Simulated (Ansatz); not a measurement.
# Zr(0001) with 2 thermally displaced layers, 2x2: scattering by thermal displacements

Aim: the resistivity of Zr at 300 K from frozen thermal displacements between perfect leads. The measured value for the pure metal at this temperature is 43.3 µΩ cm (CRC Handbook of Chemistry and Physics, 84th ed., 2003, Electrical Resistivity of Pure Metals).

Calculated with Ansatz 0.2.0; Ansatz plane-wave DFT, PBE, PAW files; ballistic transport by layer matching (Landauer), zero bias; PAW set soft_1.

## Step 1: The starting structure

The cell holds 48 atoms: 48 Zr. Its edges and angles: a = 6.464 Å, b = 6.464 Å, c = 30.882 Å, α = 90.0°, β = 90.0°, γ = 120.0°. It derives from Zr. Regions: lead, 40 atoms (40 Zr); scattering region, 8 atoms (8 Zr). The structure is stacked along c, and the current runs across the ab planes.

## Step 2: With 2 displaced layers

Each atom of 2 layers is moved at random, by amounts drawn from a normal law 0.0761 Å wide in each direction from the Debye model (291 K) at 300 K. The layers about the cell's end stay perfect and serve as the lead. Disorder leaves little or no symmetry, which makes such runs dear. Energies from -0.05 to 0.05 eV in steps of 0.05 eV are too few for the program's thermal sum, so it prints no conductance; for a metal the transmission near the Fermi level serves, at a fraction of the cost.

File input.yaml:

```yaml
crystal:
  lattice:
    - [6.464, 0.0, 0.0]
    - [-3.232, 5.5979882101, 0.0]
    - [0.0, 0.0, 30.882]
  atoms:
    - { symbol: Zr, position: [0.1666666667, 0.3333333333, 0.0416666667] }
    - { symbol: Zr, position: [0.1666666667, 0.8333333333, 0.0416666667] }
    - { symbol: Zr, position: [0.6666666667, 0.3333333333, 0.0416666667] }
    - { symbol: Zr, position: [0.6666666667, 0.8333333333, 0.0416666667] }
    - { symbol: Zr, position: [0.3333333333, 0.1666666667, 0.125] }
    - { symbol: Zr, position: [0.3333333333, 0.6666666667, 0.125] }
    - { symbol: Zr, position: [0.8333333333, 0.1666666667, 0.125] }
    - { symbol: Zr, position: [0.8333333333, 0.6666666667, 0.125] }
    - { symbol: Zr, position: [0.1666666667, 0.3333333333, 0.2083333333] }
    - { symbol: Zr, position: [0.1666666667, 0.8333333333, 0.2083333333] }
    - { symbol: Zr, position: [0.6666666667, 0.3333333333, 0.2083333333] }
    - { symbol: Zr, position: [0.6666666667, 0.8333333333, 0.2083333333] }
    - { symbol: Zr, position: [0.3333333333, 0.1666666667, 0.2916666667] }
    - { symbol: Zr, position: [0.3333333333, 0.6666666667, 0.2916666667] }
    - { symbol: Zr, position: [0.8333333333, 0.1666666667, 0.2916666667] }
    - { symbol: Zr, position: [0.8333333333, 0.6666666667, 0.2916666667] }
    - { symbol: Zr, position: [0.1666666667, 0.3333333333, 0.375] }
    - { symbol: Zr, position: [0.1666666667, 0.8333333333, 0.375] }
    - { symbol: Zr, position: [0.6666666667, 0.3333333333, 0.375] }
    - { symbol: Zr, position: [0.6666666667, 0.8333333333, 0.375] }
    - { symbol: Zr, position: [0.3339159494, 0.164869777, 0.4599123832] }
    - { symbol: Zr, position: [0.3309259364, 0.6593804946, 0.4592248955] }
    - { symbol: Zr, position: [0.8551351227, 0.179548857, 0.4565981776] }
    - { symbol: Zr, position: [0.8141881941, 0.6581888907, 0.4584352282] }
    - { symbol: Zr, position: [0.1377905628, 0.3303573303, 0.5385947023] }
    - { symbol: Zr, position: [0.1543392927, 0.8259303255, 0.5408867852] }
    - { symbol: Zr, position: [0.6786056705, 0.3475135948, 0.5413497468] }
    - { symbol: Zr, position: [0.6782391723, 0.8242853588, 0.542533363] }
    - { symbol: Zr, position: [0.3333333333, 0.1666666667, 0.625] }
    - { symbol: Zr, position: [0.3333333333, 0.6666666667, 0.625] }
    - { symbol: Zr, position: [0.8333333333, 0.1666666667, 0.625] }
    - { symbol: Zr, position: [0.8333333333, 0.6666666667, 0.625] }
    - { symbol: Zr, position: [0.1666666667, 0.3333333333, 0.7083333333] }
    - { symbol: Zr, position: [0.1666666667, 0.8333333333, 0.7083333333] }
    - { symbol: Zr, position: [0.6666666667, 0.3333333333, 0.7083333333] }
    - { symbol: Zr, position: [0.6666666667, 0.8333333333, 0.7083333333] }
    - { symbol: Zr, position: [0.3333333333, 0.1666666667, 0.7916666667] }
    - { symbol: Zr, position: [0.3333333333, 0.6666666667, 0.7916666667] }
    - { symbol: Zr, position: [0.8333333333, 0.1666666667, 0.7916666667] }
    - { symbol: Zr, position: [0.8333333333, 0.6666666667, 0.7916666667] }
    - { symbol: Zr, position: [0.1666666667, 0.3333333333, 0.875] }
    - { symbol: Zr, position: [0.1666666667, 0.8333333333, 0.875] }
    - { symbol: Zr, position: [0.6666666667, 0.3333333333, 0.875] }
    - { symbol: Zr, position: [0.6666666667, 0.8333333333, 0.875] }
    - { symbol: Zr, position: [0.3333333333, 0.1666666667, 0.9583333333] }
    - { symbol: Zr, position: [0.3333333333, 0.6666666667, 0.9583333333] }
    - { symbol: Zr, position: [0.8333333333, 0.1666666667, 0.9583333333] }
    - { symbol: Zr, position: [0.8333333333, 0.6666666667, 0.9583333333] }
kpoints:
  mp_grid: { grid: [4, 4, 1] }
hamiltonian:
  xc: pbe
  pseudopotentials: { kind: paw, azcp: { folder: soft_1 } }
scf:
  occupations: { method: fermi_dirac, width: 0.1 }
output:
  transmission: { leads: [[0, 8]], kmesh: [8, 8], e_range: [-0.05, 0.05], de: 0.05 }
  write_potential: true
  write_density: true
  volumetric_format: npy
  elf: true
```

On the command line:

```console
> ansatz run input.yaml --threads 4 --pin off --max-ram 15360MiB --backend cpu --events-out ev --progress --plain --runs-dir out
```

Numbers of over 12 decimals in the logs are rounded to 6 here.

What it wrote:

```text
Engine: ansatz 0.2.0, aarch64-unknown-linux-gnu
Pseudopotentials: kind: paw
Pseudopotential: Zr, paw, valence charge 12, recommended cutoff 420 eV (normal), soft_1/Zr.paw.azcp
Functional definition: PBE
  parameter kappa = 0.804
  parameter beta = 0.066725
  exchange = pbe_x(kappa = kappa, mu = beta*pi^2/3)
  correlation = pbe_c(beta = beta)
Crystal: 48 atoms, lattice volume = 1117.477 Å³
Basis set: ecut = 420 eV, 21835 PW (Γ)
Bands: 346, of which v1, the nominal top of the filled ones, is band 288 counted from 1 (287 counted from 0)
Symmetry: 1 space group operations
Space group: P1 (ITA 1), of the structure as read, at distance tolerance 1.0e-4 Å
k-points: 10 of 16 (time reversal used)
Non-local potential: Zr, projectors of the file, l = 0: 3, l = 1: 2, l = 2: 2, l = 3: 1
PAW form: soft (Blöchl's): semilocal exchange-correlation on the pseudo side does not see the compensation charge
PAW one-centre angular grid: Zr, 590 points (default); XC on 64 Gauss nodes
Initial density: superposition of atomic densities (chi_scale 0.1, normalization cell)
Initial wavefunctions: pseudopotential atomic-orbital guess
Functional: x = pbe(κ = 0.804, μ = 0.219515), c = pbe(β = 0.066725)
SCF iter   1: F=—  HF=-200829.902573 eV  |F-HF|=—  |Δ(HF+E_count)|=         —  Δρ=2.89e-2  dr2=1.45e1  ethr=3.10e-3  ⟨swp⟩=5.3  Hψ=13125  notcnv=0
preconditioner: auto → Kerker (q_TF=auto, 2.443 Å⁻¹)  [metal: Δε(μ)=0.008 eV  Ē_g=2.596 eV  σ=0.100 eV  W_gap=0.02  n_scr=294 (ndim 8)  ℏωp=15.4 eV  f_vac=0.000  D(μ)=45.29/eV (n_scr^D=380)]
SCF iter   2: F=—  HF=-200826.990650 eV  |F-HF|=—  |Δ(HF+E_count)|=    2.91e0  Δρ=1.76e-2  dr2=4.44e0  ethr=2.51e-3  ⟨swp⟩=2.0  Hψ=4196  notcnv=0
SCF iter   3: F=—  HF=-200825.732478 eV  |F-HF|=—  |Δ(HF+E_count)|=    1.26e0  Δρ=3.41e-3  dr2=2.97e-1  ethr=7.72e-4  ⟨swp⟩=3.0  Hψ=6759  notcnv=0
SCF iter   4: F=—  HF=-200825.717481 eV  |F-HF|=—  |Δ(HF+E_count)|=   1.50e-2  Δρ=8.88e-4  dr2=2.58e-2  ethr=5.16e-5  ⟨swp⟩=2.0  Hψ=4223  notcnv=0
SCF iter   5: F=—  HF=-200825.716495 eV  |F-HF|=—  |Δ(HF+E_count)|=   9.86e-4  Δρ=2.63e-4  dr2=1.94e-3  ethr=4.47e-6  ⟨swp⟩=2.0  Hψ=4370  notcnv=0
SCF iter   6: F=—  HF=-200825.716416 eV  |F-HF|=—  |Δ(HF+E_count)|=   7.92e-5  Δρ=9.11e-5  dr2=3.29e-4  ethr=3.37e-7  ⟨swp⟩=2.7  Hψ=6792  notcnv=0
SCF iter   7: F=—  HF=-200825.716400 eV  |F-HF|=—  |Δ(HF+E_count)|=   1.62e-5  Δρ=2.50e-5  dr2=2.28e-5  ethr=5.72e-8  ⟨swp⟩=2.1  Hψ=4923  notcnv=0
SCF iter   8: F=—  HF=-200825.716526 eV  |F-HF|=—  |Δ(HF+E_count)|=   1.26e-4  Δρ=8.76e-6  dr2=2.98e-6  ethr=3.95e-9  ⟨swp⟩=2.1  Hψ=5212  notcnv=0
SCF iter   9: F=-200825.716526 eV  HF=-200825.716526 eV  |F-HF|=3.96e-8  |Δ(HF+E_count)|=   2.15e-7  Δρ=2.22e-6  dr2=8.67e-8  ethr=1.74e-11  ⟨swp⟩=8.7  Hψ=11915  notcnv=0
SCF 1 converged in 9 iterations: F = -200825.716526 eV  dr2 = 8.67e-8
  greatest PAW one-centre occupation: 0.997 electrons in one spin orbital (limit 2), on the Zr atom at site 24 (counted from 0), in its partial waves of l = 0
transmission: 168 of 1666 steps passed
transmission: 342 of 1666 steps passed
[...]
transmission: 1666 of 1666 steps passed
SCF converged after 9 iterations
Free energy (F): -200825.716526 eV
Harris-Foulkes:  -200825.716526 eV  (|F-HF|=3.96e-8)
Internal energy: -200823.965117 eV  (E = F + TS)
E sigma→0 (E₀):  -200824.840821 eV
Entropy (-TS):   -1.751409 eV (-36.488 meV/atom)
Fermi energy:    13.956160 eV
--- Per-component energies (eV) ---
  E_band       = -4664.194529
  E_kinetic    = 15152.914670
  E_local      = -29044.608351  (includes V_loc(G=0)·N_el)
  E_nonlocal   = 3604.366271
  E_hartree    = 9455.437083
  E_xc         = -7417.474954
  E_vxc        = -8764.182142  (∫ρ·V_xc dr)
  E_paw        = -142266.580776  (= ΣΔE_a)
  E_vpaw       = -4523.548521  (= ΣTr[D̂ρ^β])
  E_aug_tail   = -0.001204  (compensation charges beyond the density's cutoff)
  E_ewald      = -50308.017856
  E_smearing   = -1.751409  (= −TS)
  E_closure    = 0.000000  (closes the sum)
  Σ components = -200825.716526   (vs F -200825.716526, Δ=0.00e0)
--- Band table (eV; the first three rows and the last of 10) ---
  k-point 0: bands = [... 284 lower, 14.5181, 14.6161, 14.6268, 14.6377, 14.6437, 14.6771, 14.6807, 14.6872, ... 54 higher]
  k-point 1: bands = [... 284 lower, 14.1303, 14.1365, 14.1576, 14.1691, 14.1869, 14.2023, 14.2048, 14.3013, ... 54 higher]
  k-point 2: bands = [... 284 lower, 13.5970, 13.6021, 13.6516, 13.6694, 13.8622, 13.8751, 13.8994, 13.9067, ... 54 higher]
  k-point 9: bands = [... 284 lower, 13.5941, 13.6075, 13.6380, 13.6620, 13.8742, 13.8874, 13.9040, 13.9137, ... 54 higher]
--- Transmission ---
  basis      : 313 plane waves across, 49 finite elements along
  points     : 34, standing for a mesh of 8 x 8
  energies   : 3 from -0.050000 to 0.050000 eV about the Fermi level, 0.050000 eV apart; the leads are filled to 0.000000 eV, and channels, transmission and decay are at 0.000000 eV
  crystal 0  : Zr8, at the sites [0, 8], period 5.1470 Å, over 25.74 Å; its Hamiltonian steps by up to 9.0 meV
    offset         : up to 0.0000 Å between an atom of the period and one for which it stands
    channels       : 2.625000e0 a spin
    conductance    : none, the energies end too early or step too widely for 300 K: set another output.transmission.e_range or a lower de, or, where they end at an eighth of basis.ecutwfc, a higher one
    slowest decay  : 0.0513 /Å at (0.0000, 0.0000)
  junction   : crystal 0 to crystal 0, 0.70 to 26.43 Å
    transmission   : 2.230516e0 a spin
    conductance    : none, the energies end too early or step too widely for 300 K: set another output.transmission.e_range or a lower de, or, where they end at an eighth of basis.ecutwfc, a higher one
```

It took 15 min on 4 threads of Arm Neoverse V1, shared host; peak memory 7.3 GiB.

Numbers from this step:

```yaml
free_energy: -200825.7165 eV
energy_at_zero_smearing: -200824.8408 eV
fermi_energy: 13.96 eV
cell_area: 36.19 Å²
transmission_per_spin_nearest_the_fermi_level: 2.231
open_channels_per_spin_nearest_the_fermi_level: 2.625
step_of_the_lead_s_potential: 9 meV
```

Per spin. Table of transmission, zone mean by energy, zero at the Fermi level:

| energy (eV) | transmission, zone mean |
| --- | --- |
| -0.0500 | 2.54 |
| 0.0000 | 2.23 |
| 0.0500 | 2.31 |

Per spin. Table of open channels, zone mean, lead by energy, zero at the Fermi level:

| energy (eV) | open channels, zone mean, lead |
| --- | --- |
| -0.0500 | 2.81 |
| 0.0000 | 2.62 |
| 0.0500 | 2.84 |

Transmission over k1 and k2. At 0.0000 eV from the Fermi level.

Values, 8 rows by 8 columns:
```
1.92 3.72 3.70 3.73 3.55 1.43 1.07 1.27
1.79 3.25 1.98 1.97 1.98 3.67 1.67 0.72
1.03 3.04 1.96 1.86 1.87 1.96 3.40 1.08
3.32 3.62 1.96 1.85 0.00 1.85 1.96 3.62
1.03 1.08 3.40 1.96 1.87 1.86 1.96 3.04
1.79 0.72 1.67 3.67 1.98 1.97 1.98 3.25
1.92 1.27 1.07 1.43 3.55 3.73 3.70 3.72
3.69 1.86 1.78 1.46 3.41 1.46 1.78 1.86
```
Columns: k1 (b1) from -0.5 to 0.375; rows upwards: k2 (b2) from -0.5 to 0.375.

Open channels over k1 and k2. At 0.0000 eV from the Fermi level.

Ten even steps from '_' (0.00) to '@' (4.00):
```
++@@@@@@@@++++++
++@@++++++@@++++
++@@++++++++@@++
@@@@++++__++++@@
++++@@++++++++@@
++++++@@++++++@@
++++++++@@@@@@@@
@@++++++@@++++++
```
Columns: k1 (b1) from -0.5 to 0.375; rows upwards: k2 (b2) from -0.5 to 0.375.

Valence density in the ca plane at fractional y = 0.165, with atoms of Zr within 0.2 Å of it. It is the smooth field of the valence electrons, not physical close to the nuclei.

Ten even steps from '0' (0.1 e/Å³) to '9' (4.1 e/Å³), each cell a mean:
```
00013210000000000244200000000001231000000000
00169840000000002799510000000004896100000000
00389961000000002899610000000016998300000000
00269941000000001588400000000014996200000000
00024310000000000122100000000001342000000000
00000000000000000000000000000000000000000000
00000000000110000000000000000000000000011000
00000000000110000000000000000000000000001000
00001100000000000011000000000000110000000000
00136520000000000266310000000002563100000000
00279951000000001699720000000015997200000000
00289951000000001699820000000016998200000000
00147630000000000367410000000003674100000000
00012100000000000011100000000000121000000000
00000000000110000000000000000000000000001000
00000000000110000000000001100000000000011000
00000000000000000000000001100000000000000000
```
Columns run along c (16.0 Å, from fractional 0.24 to 0.76 of the cell), rows up along a (6.5 Å). Atoms in or near the plane, at fractional coordinates: Zr at (0.29, 0.33), Zr at (0.29, 0.83), Zr at (0.46, 0.33), Zr at (0.46, 0.86), Zr at (0.62, 0.33), Zr at (0.62, 0.83).

ELF in the ca plane at fractional y = 0.165, with atoms of Zr within 0.2 Å of it. It is the smooth field of the valence electrons, not physical close to the nuclei.

Ten even steps from '0' (0.16) to '9' (0.76), each cell a mean:
```
20058720121001201698501100002102785002100022
41598982255556415977931443345228989514655562
51792594278888517935952687887249529715888873
41597893256566514999821676676239879514665662
20168840121112210476301321123104886102211122
12001101200210021000012000100210110021012001
03321124201441024211243002200242112330034201
03210013201330023100122001100331001230023101
11013300110000110133101100001200331011000002
30289961143223311799820332233116998203322232
41695693268777614965961477765149749615877773
41793694268778614954971588775149639715887873
30389971144334411799830454444117998304433342
11025410110100120144201110001101452012001012
03200012201320033100122002200221000231023101
03421134201441034200242024410342112430034201
12100001200210020011011013300210000121012001
```
Columns run along c (16.0 Å, from fractional 0.24 to 0.76 of the cell), rows up along a (6.5 Å). Atoms in or near the plane, at fractional coordinates: Zr at (0.29, 0.33), Zr at (0.29, 0.83), Zr at (0.46, 0.33), Zr at (0.46, 0.86), Zr at (0.62, 0.33), Zr at (0.62, 0.83).

Electrostatic potential energy in the ca plane at fractional y = 0.165, with atoms of Zr within 0.2 Å of it. With pseudopotentials it is smooth inside the atoms' cores, unlike the true potential.

Values in eV, 9 rows by 16 columns, each cell a mean:
```
 10 -25  -6  13  12  11 -27 -15  12  10  13 -13 -19  12  12  13
  5 -41 -19  15  15  10 -37 -24  14  15  13 -29 -36  11  15  14
 11 -13   1  12   9  13  -5   2  14  10  13  -5  -9  13   9  13
 14  12  14   9  -2  13  14  14  12   2  12  14  13  13  -2   9
 12  -3   6  12   7  13   0   2  13   9  13   3   0  13   7  12
  6 -39 -17  14  15  12 -32 -28  13  15  13 -26 -33  11  15  14
  8 -33 -12  14  14  12 -25 -22  13  15  14 -21 -27  12  14  14
 13   6  11  10   3  13   8   8  12   5  13   9   7  13   3  10
 14  11  13   9   1  13   9  11   9  -3  12  12  11  13   0  10
```
Columns run along c (16.0 Å, from fractional 0.24 to 0.76 of the cell; values clipped at the 3rd and 97th percentile), rows up along a (6.5 Å). Atoms in or near the plane, at fractional coordinates: Zr at (0.29, 0.33), Zr at (0.29, 0.83), Zr at (0.46, 0.33), Zr at (0.46, 0.86), Zr at (0.62, 0.33), Zr at (0.62, 0.83).

Over the solved energies the transmission per spin lies between 2.23 and 2.54, out of 2.76 channels of the lead on average (up to 2.84).

(Part 1 of 2 ends here.)

[Logs are printed without paths, hosts, clocks, repeated set-up lines and the standing remarks that a program may print on its own settings, such as how far it seeks lower states.]

[Hosts, paths, dates, database ids (printed as entryN), source tags and the programs' standing remarks are cut or masked in the printed files.]
